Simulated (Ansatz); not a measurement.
## LiSc (hypothetical, Pm-3m): phonons against volume

Aim: how the vibrations of LiSc (hypothetical) shift with volume, and the expansion that follows. The crystal structure is hypothetical: it was made by swapping elements on a known structure type.

Method: DFT PBEsol, scalar-relativistic, plane waves, PAW, in Ansatz 0.2.0.

Most raw output is cut from this account.

## Step 1: The starting structure

The structure is cubic, space group Pm-3m (No. 221). The conventional cell has a = 3.231 Å, b = 3.231 Å, c = 3.231 Å, α = 90.00°, β = 90.00°, γ = 90.00°. Nearest to Sc lie 8 Li at 2.80 Å. Li has 8 Sc at 2.80 Å nearest. Farther neighbours are not listed.

## Step 2: A first coarse run

A cheap single point shows whether the cell is a metal or an insulator and how far it is from rest; that sets the k-mesh and the occupations of what follows.

input.yaml reads:

```yaml
crystal:
  lattice:
    - [3.23133, 0.0, 0.0]
    - [0.0, 3.23133, 0.0]
    - [0.0, 0.0, 3.23133]
  atoms:
    - { symbol: Sc, position: [0.5, 0.5, 0.5] }
    - { symbol: Li, position: [0.0, 0.0, 0.0] }
kpoints:
  mp_grid: { grid: [6, 6, 6] }
hamiltonian:
  xc: pbesol
scf:
  occupations: { method: gaussian, width: 0.1 }
output:
  forces: true
  stress: true
  eigenvalues: true
```

Run with:

```console
$ ansatz run input.yaml --threads 4 --pin off --max-ram 8192MiB --backend cpu --events-out ev --progress --plain --runs-dir out
```

Wall time 0.53 s (4 threads of Arm Neoverse N1, shared host); peak memory 0.28 GiB.

Numbers from this step:

```yaml
pressure: 10.56 GPa
volume_per_atom: 16.87 Å³
gap_on_the_k_mesh: 0 eV
```

The start is under 11 GPa at this level and looks like a metal on this mesh.

## Step 3: A loose first relaxation

The start is far from rest, so a relaxation with loose thresholds first brings it near the minimum.

input.yaml, as its differences from that of step 2:

```diff
@@ -18 +18,6 @@
   eigenvalues: true
+relax:
+  adjacent_minimum: "off"
+  f_tol: 0.05
+  max_steps: 80
+  cell: { stress_tol: 0.5 }
```

It took 2 s on 4 threads; peak memory 0.29 GiB.

Relaxation path:

| step | energy less that of the first step (eV) | largest force component (eV/Å) | pressure (GPa) | volume (Å³) |
| --- | --- | --- | --- | --- |
| 1 | 0.0000 | 0.0000 | 10.56 | 33.74 |
| 2 | -0.1931 | 0.0000 | 2.25 | 38.92 |
| 3 | -0.2069 | 0.0000 | 0.45 | 40.60 |
| 4* | -0.2072 | 0.0000 | 0.45 | 40.60 |

Relaxation steps marked * repeat the geometry before them on a plane-wave basis chosen anew for their cell, so energy and pressure can jump there.

The run keeps the 48 symmetry operations that it works with, so distortions that break them were not tested.

| conventional cell, symmetrised | before | after | change |
| --- | --- | --- | --- |
| a (Å) | 3.231 | 3.437 | +6.4 % |
| b (Å) | 3.231 | 3.437 | +6.4 % |
| c (Å) | 3.231 | 3.437 | +6.4 % |
| volume (Å³/atom) | 16.87 | 20.30 | +20.3 % |

The relaxed structure:

```
Sc Li
1.0
     3.43699    0.00000    0.00000
     0.00000    3.43699    0.00000
     0.00000    0.00000    3.43699
Sc Li
1 1
Direct
  0.50000 0.50000 0.50000
  0.00000 0.00000 0.00000
```

This step gave:

| Item | Value |
| --- | --- |
| pressure | 0.4535 GPa |
| volume per atom | 20.30 Å³ |

The relaxation ends with a pressure of 0.45 GPa.

## Step 4: Relaxation

Phonons are second derivatives about a minimum, so cell and atoms are relaxed first, inside the symmetry of the start.

input.yaml reads:

```yaml
crystal:
  lattice:
    - [3.4369873525, 0.0, 0.0]
    - [0.0, 3.4369873525, 0.0]
    - [0.0, 0.0, 3.4369873525]
  atoms:
    - { symbol: Sc, position: [0.5, 0.5, 0.5] }
    - { symbol: Li, position: [0.0, 0.0, 0.0] }
kpoints:
  mp_grid: { grid: [12, 12, 12] }
hamiltonian:
  xc: pbesol
scf:
  occupations: { method: gaussian, width: 0.1 }
output:
  forces: true
  stress: true
  eigenvalues: true
  write_density: true
  write_potential: true
  elf: true
  volumetric_format: npy
relax:
  adjacent_minimum: "off"
  f_tol: 0.005
  max_steps: 80
  cell: { stress_tol: 0.05 }
```

The job ended after 4.6 s (4 threads; peak memory 0.36 GiB; 16 s of CPU time).

The steps of the relaxation:

| step | energy less that of the first step (eV) | largest force component (eV/Å) | pressure (GPa) | volume (Å³) |
| --- | --- | --- | --- | --- |
| 1 | 0.0000 | 0.0000 | 0.49 | 40.60 |
| 2 | -0.0006 | 0.0000 | -0.19 | 41.32 |
| 3 | -0.0007 | 0.0000 | 0.00 | 41.12 |
| 4* | -0.0008 | 0.0000 | 0.00 | 41.12 |

Relaxation steps marked * repeat the geometry before them on a plane-wave basis chosen anew for their cell, so energy and pressure can jump there.

Forces are held to the 48 operations that the run works with; a distortion that breaks them can't arise in this run.

| conventional cell, symmetrised | before | after | change |
| --- | --- | --- | --- |
| a (Å) | 3.437 | 3.452 | +0.4 % |
| b (Å) | 3.437 | 3.452 | +0.4 % |
| c (Å) | 3.437 | 3.452 | +0.4 % |
| volume (Å³/atom) | 20.30 | 20.56 | +1.3 % |

Final coordinates:

```
Sc Li
1.0
     3.45160    0.00000    0.00000
     0.00000    3.45160    0.00000
     0.00000    0.00000    3.45160
Sc Li
1 1
Direct
  0.50000 0.50000 0.50000
  0.00000 0.00000 0.00000
```

Numbers from this step:

```yaml
pressure: -0.003529 GPa
volume_per_atom: 20.56 Å³
```

ELF in the ac plane at fractional y = 0.500, with atoms of Sc within 0.2 Å of it. It is the smooth field of the valence electrons, not physical close to the nuclei.

Ten even steps from '_' (0.07) to '@' (0.77), each cell a mean:
```
@@@@%%##==--....::--++##%%@@
@@%%##==::________..::++##%%
%%##==::____......____::++##
**++::__..==**##**--..__::++
==::____++%%@@%%@@%%--__..--
--..__::##@@**==##@@**..__::
::..__::%%%%::__==%%##..__..
--..__::##@@++::**@@**..__..
==::__..++@@@@%%@@%%==____--
**==..__::++##%%##++..__::==
##**==..__..::::::____::==##
@@%%##==..__________::==##%%
@@@@%%**==::......::++##%%@@
@@@@@@##**==--::--==**%%@@@@
```
Columns run along a (3.5 Å), rows up along c (3.5 Å). Atoms in or near the plane, at fractional coordinates: Sc at (0.50, 0.50).

Valence density in the ac plane at fractional y = 0.500, with atoms of Sc within 0.2 Å of it. It is the smooth field of the valence electrons, not physical close to the nuclei.

Ten even steps from '0' (0.1 e/Å³) to '9' (7.4 e/Å³), each cell a mean:
```
00000000000000
00000000000000
00000000000000
00000011100000
00000245420000
00001589741000
00002699951000
00002589841000
00001356520000
00000122100000
00000000000000
00000000000000
00000000000000
00000000000000
```
Columns run along a (3.5 Å), rows up along c (3.5 Å). Atoms in or near the plane, at fractional coordinates: Sc at (0.50, 0.50).

Electrostatic potential energy in the ac plane at fractional y = 0.500, with atoms of Sc within 0.2 Å of it. With pseudopotentials it is smooth inside the atoms' cores, unlike the true potential.

Values in eV, 14 rows by 14 columns, each cell a mean:
```
  9   9   9   8   7   7   6   6   6   7   8   9   9   9
  9   9   8   7   6   4   3   3   3   5   6   8   9   9
  9   8   7   5   3  -1  -3  -4  -3   0   3   6   8   9
  8   7   6   2  -4 -10 -16 -19 -15  -9  -2   3   6   8
  7   6   4  -2 -12 -25 -38 -43 -36 -22  -9   0   5   7
  7   6   3  -5 -20 -40 -55 -59 -53 -36 -15  -3   3   6
  7   5   2  -7 -24 -48 -59 -60 -59 -44 -19  -4   3   6
  7   6   2  -6 -21 -42 -57 -59 -55 -38 -16  -3   3   6
  7   6   4  -3 -13 -28 -42 -48 -40 -25 -10  -1   4   7
  8   7   5   1  -5 -13 -21 -24 -20 -12  -4   3   6   7
  9   8   7   5   1  -3  -6  -7  -5  -2   2   5   7   8
  9   9   8   7   5   4   2   2   3   4   6   7   8   9
  9   9   9   8   7   6   6   5   6   6   7   8   9   9
  9   9   9   9   8   7   7   7   7   7   8   9   9   9
```
Columns run along a (3.5 Å; values clipped at the 3rd and 97th percentile), rows up along c (3.5 Å). Atoms in or near the plane, at fractional coordinates: Sc at (0.50, 0.50).

The relaxation ends with a pressure of 0.00 GPa.

## Step 5: Relaxing to small residual forces and stress

The thresholds are tightened for a last relaxation ahead of the phonons, and where mesh or smearing change with them the cell follows.

input.yaml reads:

```yaml
crystal:
  lattice:
    - [3.451598733, 0.0, 0.0]
    - [0.0, 3.451598733, 0.0]
    - [0.0, 0.0, 3.451598733]
  atoms:
    - { symbol: Sc, position: [0.5, 0.5, 0.5] }
    - { symbol: Li, position: [0.0, 0.0, 0.0] }
kpoints:
  mp_grid: { grid: [12, 12, 12] }
hamiltonian:
  xc: pbesol
scf:
  occupations: { method: methfessel_paxton, width: 0.2 }
output:
  forces: true
  stress: true
  eigenvalues: true
relax:
  adjacent_minimum: "off"
  f_tol: 0.001
  max_steps: 60
  cell: { stress_tol: 0.01 }
```

Elapsed: 3.6 s, on 4 threads; peak memory 0.36 GiB.

Little changed from the start: no atom moved by 0.005 Å and no cell edge by 0.1 %.

This step gave:

| Property | Result |
| --- | --- |
| pressure | 0.009522 GPa |
| volume per atom | 20.54 Å³ |

The residual pressure is 0.0095 GPa, small enough for phonons.

## Step 6: Other settings for the ground state: scf.eigensolver.kind = "davidson"

One run with other settings shows how much the ground state depends on them.

This step: DFT PBEsol, scalar-relativistic, plane waves, PAW; settings changed (Ansatz 0.2.0).

input.yaml, as its differences from that of step 5:

```diff
@@ -14,6 +14,7 @@
   occupations: { method: methfessel_paxton, width: 0.2 }
+  eigensolver: { kind: davidson }
 output:
   forces: true
+  eigenvalues: true
   stress: true
-  eigenvalues: true
 relax:
```

Run time: 4.2 s. Hardware: 4 threads; peak memory 0.34 GiB.

Little changed from the start: no atom moved by 0.005 Å and no cell edge by 0.1 %.

Numbers from this step:

```yaml
pressure: 0.009468 GPa
```

## Step 7: Lattice dynamics at this volume, V/V0 1

The same q-mesh and k-mesh are kept at every volume, so that much of their error can cancel in the differences.

This step: DFT PBEsol, scalar-relativistic, plane waves, PAW (Ansatz 0.2.0).

input.yaml reads:

```yaml
crystal:
  lattice:
    - [3.4505282077, 0.0, 0.0]
    - [0.0, 3.4505282077, 0.0]
    - [0.0, 0.0, 3.4505282077]
  atoms:
    - { symbol: Sc, position: [0.5, 0.5, 0.5] }
    - { symbol: Li, position: [0.0, 0.0, 0.0] }
kpoints:
  mp_grid: { grid: [12, 12, 12] }
hamiltonian:
  xc: pbesol
scf:
  occupations: { method: methfessel_paxton, width: 0.2 }
output:
  eigenvalues: true
phonons:
  method: dfpt
  qmesh: [4, 4, 4]
  temperatures: { t_max: 1000, t_step: 50 }
  qpath:
    path:
      - [[0.0, 0.0, 0.0], [0.0, 0.5, 0.0], [0.5, 0.5, 0.0], [0.0, 0.0, 0.0], [0.5, 0.5, 0.5], [0.0, 0.5, 0.0]]
      - [[0.5, 0.5, 0.5], [0.5, 0.5, 0.0]]
    npoints: 10
```

Elapsed: 4.8 min, on 4 threads; peak memory 1.3 GiB.

This step gave:

```yaml
gamma_frequencies: 0, 0, 0, 365.5, 365.5, 365.5 cm⁻¹ (negative: imaginary)
lowest_frequency_on_the_path: 0 cm⁻¹
zero_point_energy: 0.08307 eV/cell
point_group: m-3m
highest_frequency: 368.1 cm⁻¹
debye_temperature_from_the_second_moment: 466 K
```

No LO-TO term. Phonon branches along the path, in cm⁻¹:

| point | branch 1 | branch 2 | branch 3 | branch 4 | branch 5 | branch 6 |
| --- | --- | --- | --- | --- | --- | --- |
| Γ | 0 | 0 | 0 | 366 | 366 | 366 |
| halfway | 86 | 86 | 102 | 347 | 358 | 358 |
| X | 112 | 127 | 127 | 313 | 348 | 348 |
| halfway | 102 | 103 | 109 | 319 | 328 | 358 |
| M | 88 | 88 | 95 | 305 | 305 | 368 |
| halfway | 68 | 99 | 134 | 336 | 341 | 358 |
| Γ | 0 | 0 | 0 | 366 | 366 | 366 |
| halfway | 112 | 119 | 119 | 332 | 332 | 344 |
| R | 186 | 186 | 186 | 297 | 297 | 297 |
| halfway | 94 | 126 | 155 | 312 | 326 | 340 |
| X | 112 | 127 | 127 | 313 | 348 | 348 |
| jump to R | 186 | 186 | 186 | 297 | 297 | 297 |
| halfway | 144 | 145 | 145 | 302 | 302 | 336 |
| M | 88 | 88 | 95 | 305 | 305 | 368 |

The phonon density of states has structure finer than the step of the table below, so its rows give means over 20 cm⁻¹, whole bins alone (the curve runs from 2.5 to 368 cm⁻¹). Peaks (cm⁻¹: height): 87.5: 0.0449, 112.5: 0.0473, 127.5: 0.0605, 317.5: 0.0573, 352.5: 0.0731.

Tetrahedra on 20 20 20, mean over bins of 5 cm⁻¹. Phonon density of states against wavenumber; means over each step:

| wavenumber (cm⁻¹) | phonon density of states (1/cm⁻¹/cell) |
| --- | --- |
| 20 | 4.0e-4 |
| 40 | 0.00194 |
| 60 | 0.00554 |
| 80 | 0.0213 |
| 100 | 0.0419 |
| 120 | 0.0449 |
| 140 | 0.0220 |
| 160 | 0.00914 |
| 180 | 0.00279 |
| 200 | 3.8e-6 |
| 220 | 0 |
| 240 | 0 |
| 260 | 0 |
| 280 | 0 |
| 300 | 0.0158 |
| 320 | 0.0478 |
| 340 | 0.0447 |

Harmonic. Thermo, by row:

| T (K) | F_vib (meV/atom) | S (J/mol-atom/K) | C_V (J/mol-atom/K) |
| --- | --- | --- | --- |
| 0 | 41.54 | 0 | 0 |
| 50 | 41.16 | 2.638 | 5.836 |
| 100 | 38.2 | 8.855 | 12.44 |
| 150 | 32.04 | 14.82 | 16.93 |
| 200 | 22.96 | 20.09 | 19.64 |
| 250 | 11.34 | 24.66 | 21.26 |
| 300 | -2.5 | 28.64 | 22.26 |
| 350 | -18.26 | 32.12 | 22.91 |
| 400 | -35.72 | 35.21 | 23.36 |
| 450 | -54.7 | 37.98 | 23.67 |
| 500 | -75.04 | 40.49 | 23.91 |
| 550 | -96.62 | 42.77 | 24.08 |
| 600 | -119.3 | 44.88 | 24.21 |
| 650 | -143.1 | 46.82 | 24.32 |
| 700 | -167.8 | 48.62 | 24.4 |
| 750 | -193.5 | 50.31 | 24.47 |
| 800 | -220 | 51.89 | 24.53 |
| 850 | -247.2 | 53.38 | 24.57 |
| 900 | -275.3 | 54.78 | 24.61 |
| 950 | -304 | 56.12 | 24.65 |
| 1000 | -333.4 | 57.38 | 24.67 |

The modes has structure finer than the step of the table below, so its rows give means over 20 cm⁻¹, whole bins alone (the curve runs from -10 to 389 cm⁻¹). Peaks (cm⁻¹: height): Li 318.6: 0.0509, 351.2: 0.0654; Sc 110.4: 0.0451, 127.9: 0.0493.

Phonopy on the run's constants, 17x17x17 mesh, Gaussian sigma 2.8 cm⁻¹. The modes by wavenumber; means over each step; values in 1/cm⁻¹/cell:

| wavenumber (cm⁻¹) | Li | Sc |
| --- | --- | --- |
| 0 | 3.8e-6 | 2.6e-5 |
| 20 | 5.6e-5 | 3.7e-4 |
| 40 | 2.5e-4 | 0.00174 |
| 60 | 6.2e-4 | 0.00490 |
| 80 | 0.00187 | 0.0200 |
| 100 | 0.00224 | 0.0393 |
| 120 | 0.00136 | 0.0432 |
| 140 | 5.4e-4 | 0.0213 |
| 160 | 1.9e-4 | 0.00919 |
| 180 | 2.9e-5 | 0.00290 |
| 200 | 0 | 1.3e-5 |
| 220 | 0 | 0 |
| 240 | 0 | 0 |
| 260 | 0 | 0 |
| 280 | 4.8e-6 | 0 |
| 300 | 0.0153 | 8.6e-4 |
| 320 | 0.0450 | 0.00263 |
| 340 | 0.0426 | 0.00175 |
| 360 | 0.0398 | 0.00191 |

No LO-TO term. The modes at Γ (shares of kinetic energy by element, %):

| mode | frequency (cm⁻¹) | symmetry | Sc % | Li % |
| --- | --- | --- | --- | --- |
| 1 | 0.0 | T1u | 87 | 13 |
| 2 | 0.0 | T1u | 87 | 13 |
| 3 | 0.0 | T1u | 87 | 13 |
| 4 | 365.5 | T1u | 13 | 87 |
| 5 | 365.5 | T1u | 13 | 87 |
| 6 | 365.5 | T1u | 13 | 87 |

Displacements in mode 6 (365.5 cm⁻¹), the largest set to 1:
```
Sc1  0.00  0.01 -0.15
Li2  0.00 -0.04  1.00
```

No mode is imaginary beyond numerical noise at the solved wavevectors.

## Step 8: A cell at another volume, V/V0 1.015

Symmetry fixes every atom, so a single point at the scaled cell gives the energy and pressure of this member.

The cell differs from the one that the last finished run ended in (a 3.451 → 3.468 Å, b 3.451 → 3.468 Å, c 3.451 → 3.468 Å).

input.yaml, the sections that differ from step 7:

```yaml
crystal:
  lattice:
    - [3.4676952973, 0.0, 0.0]
    - [0.0, 3.4676952973, 0.0]
    - [0.0, 0.0, 3.4676952973]
  atoms:
    - { symbol: Sc, position: [0.5, 0.5, 0.5] }
    - { symbol: Li, position: [0.0, 0.0, 0.0] }
output:
  forces: true
  stress: true
  eigenvalues: true
  write_density: true
  write_potential: true
  elf: true
  volumetric_format: npy
# kpoints, hamiltonian, scf: as in step 7
# phonons: removed
```

It took 1.4 s on 4 threads; peak memory 0.35 GiB; 4.5 s of CPU time.

Numbers from this step:

* pressure: -0.5386 GPa
* volume per atom: 20.85 Å³

ELF in the ac plane at fractional y = 0.000, with atoms of Li within 0.2 Å of it. It is the smooth field of the valence electrons, not physical close to the nuclei.

Ten even steps from '0' (0.43 × 1e-1) to '9' (9.83 × 1e-1), each cell a mean:
```
98202577751038
53003567652003
00014566653100
11245555555321
55555444445555
77665432345667
77765322245677
77665432345667
55555443445555
12345555555432
00024566654100
32003567652002
97202577751038
99301577751059
```
Columns run along a (3.5 Å), rows up along c (3.5 Å). Atoms in or near the plane, at fractional coordinates: Li at (0.00, 0.00).

Valence density in the ac plane at fractional y = 0.000, with atoms of Li within 0.2 Å of it. It is the smooth field of the valence electrons, not physical close to the nuclei.

Values in e/Å³, 14 rows by 14 columns, each cell a mean:
```
5.7 3.2 0.7 0.1 0.1 0.1 0.1 0.1 0.1 0.1 0.1 0.2 1.0 3.9
1.6 0.9 0.2 0.1 0.1 0.1 0.1 0.1 0.1 0.1 0.1 0.1 0.3 1.0
0.2 0.1 0.1 0.1 0.1 0.1 0.1 0.1 0.1 0.1 0.1 0.1 0.1 0.2
0.1 0.1 0.1 0.1 0.1 0.1 0.1 0.1 0.1 0.1 0.1 0.1 0.1 0.1
0.1 0.1 0.1 0.1 0.1 0.1 0.1 0.1 0.1 0.1 0.1 0.1 0.1 0.1
0.1 0.1 0.1 0.1 0.1 0.1 0.1 0.1 0.1 0.1 0.1 0.1 0.1 0.1
0.1 0.1 0.1 0.1 0.1 0.1 0.1 0.1 0.1 0.1 0.1 0.1 0.1 0.1
0.1 0.1 0.1 0.1 0.1 0.1 0.1 0.1 0.1 0.1 0.1 0.1 0.1 0.1
0.1 0.1 0.1 0.1 0.1 0.1 0.1 0.1 0.1 0.1 0.1 0.1 0.1 0.1
0.1 0.1 0.1 0.1 0.1 0.1 0.1 0.1 0.1 0.1 0.1 0.1 0.1 0.1
0.1 0.1 0.1 0.1 0.1 0.1 0.1 0.1 0.1 0.1 0.1 0.1 0.1 0.1
1.1 0.6 0.2 0.1 0.1 0.1 0.1 0.1 0.1 0.1 0.1 0.1 0.2 0.7
4.8 2.7 0.6 0.1 0.1 0.1 0.1 0.1 0.1 0.1 0.1 0.1 0.9 3.2
8.4 4.8 1.1 0.1 0.1 0.1 0.1 0.1 0.1 0.1 0.1 0.2 1.6 5.7
```
Columns run along a (3.5 Å), rows up along c (3.5 Å). Atoms in or near the plane, at fractional coordinates: Li at (0.00, 0.00).

Electrostatic potential energy in the ac plane at fractional y = 0.000, with atoms of Li within 0.2 Å of it. With pseudopotentials it is smooth inside the atoms' cores, unlike the true potential.

Ten even steps from '0' (-21 eV) to '9' (9 eV), each cell a mean:
```
00379999998620
13689999999752
67889999999876
88999999999998
99999999999999
99999999999999
99999999999999
99999999999999
99999999999999
99999999999999
77899999999887
23689999999863
00379999998730
00279999998610
```
Columns run along a (3.5 Å; values clipped at the 3rd and 97th percentile), rows up along c (3.5 Å). Atoms in or near the plane, at fractional coordinates: Li at (0.00, 0.00).

## Step 9: Phonons, V/V0 1.015

Phonons at this volume give one point of F(V, T); meshes stay fixed along the series.

input.yaml, the sections that differ from step 8:

```yaml
output:
  eigenvalues: true
phonons:
  method: dfpt
  qmesh: [4, 4, 4]
  temperatures: { t_max: 1000, t_step: 50 }
  qpath:
    path:
      - [[0.0, 0.0, 0.0], [0.0, 0.5, 0.0], [0.5, 0.5, 0.0], [0.0, 0.0, 0.0], [0.5, 0.5, 0.5], [0.0, 0.5, 0.0]]
      - [[0.5, 0.5, 0.5], [0.5, 0.5, 0.0]]
    npoints: 10
# crystal, kpoints, hamiltonian, scf: as in step 8
```

It took 4.9 min on 4 threads; peak memory 1.3 GiB.

No LO-TO term. The phonon branches at the labelled points (cm⁻¹):

| point | branch 1 | branch 2 | branch 3 | branch 4 | branch 5 | branch 6 |
| --- | --- | --- | --- | --- | --- | --- |
| Γ | 0 | 0 | 0 | 360 | 360 | 360 |
| halfway | 86 | 86 | 99 | 342 | 354 | 354 |
| X | 108 | 126 | 126 | 309 | 344 | 344 |
| halfway | 100 | 101 | 109 | 314 | 324 | 354 |
| M | 87 | 87 | 94 | 300 | 300 | 363 |
| halfway | 67 | 99 | 132 | 332 | 336 | 354 |
| Γ | 0 | 0 | 0 | 360 | 360 | 360 |
| halfway | 111 | 117 | 117 | 328 | 328 | 340 |
| R | 183 | 183 | 183 | 292 | 292 | 292 |
| halfway | 93 | 124 | 153 | 307 | 322 | 335 |
| X | 108 | 126 | 126 | 309 | 344 | 344 |
| jump to R | 183 | 183 | 183 | 292 | 292 | 292 |
| halfway | 142 | 142 | 142 | 296 | 296 | 331 |
| M | 87 | 87 | 94 | 300 | 300 | 363 |

No mode is imaginary beyond numerical noise at the solved wavevectors. The highest zone-centre mode (no LO–TO term) moved by -1.5 % for a volume change of +1.5 %.

## Step 10: Single point at a scaled cell, V/V0 0.985

input.yaml, the sections that differ from step 9:

```yaml
crystal:
  lattice:
    - [3.4331885773, 0.0, 0.0]
    - [0.0, 3.4331885773, 0.0]
    - [0.0, 0.0, 3.4331885773]
  atoms:
    - { symbol: Sc, position: [0.5, 0.5, 0.5] }
    - { symbol: Li, position: [0.0, 0.0, 0.0] }
output:
  forces: true
  stress: true
  eigenvalues: true
# kpoints, hamiltonian, scf: as in step 9
# phonons: removed
```

Wall time 1 s (4 threads); peak memory 0.34 GiB; 3.3 s of CPU time.

The run ends at a pressure of 0.60 GPa.

## Step 11: Lattice dynamics at this volume, V/V0 0.985

input.yaml, the sections that differ from step 10:

```yaml
output:
  eigenvalues: true
phonons:
  method: dfpt
  qmesh: [4, 4, 4]
  temperatures: { t_max: 1000, t_step: 50 }
  qpath:
    path:
      - [[0.0, 0.0, 0.0], [0.0, 0.5, 0.0], [0.5, 0.5, 0.0], [0.0, 0.0, 0.0], [0.5, 0.5, 0.5], [0.0, 0.5, 0.0]]
      - [[0.5, 0.5, 0.5], [0.5, 0.5, 0.0]]
    npoints: 10
# crystal, kpoints, hamiltonian, scf: as in step 10
```

Run time: 4.7 min. Hardware: 4 threads; peak memory 1.3 GiB; 18 min of CPU time.

No mode is imaginary beyond numerical noise at the solved wavevectors. The highest zone-centre mode (no LO–TO term) moved by +1.5 % for a volume change of -1.5 %.

(Continued in part 2 of 2.)

[Logs are printed without paths, hosts, clocks, repeated set-up lines and the standing remarks that a program may print on its own settings, such as how far it seeks lower states.]

[Hosts, paths, dates, database ids (printed as entryN), source tags and the programs' standing remarks are cut or masked in the printed files.]

[A step with changed settings may run another functional than the one named; its input shows which.]


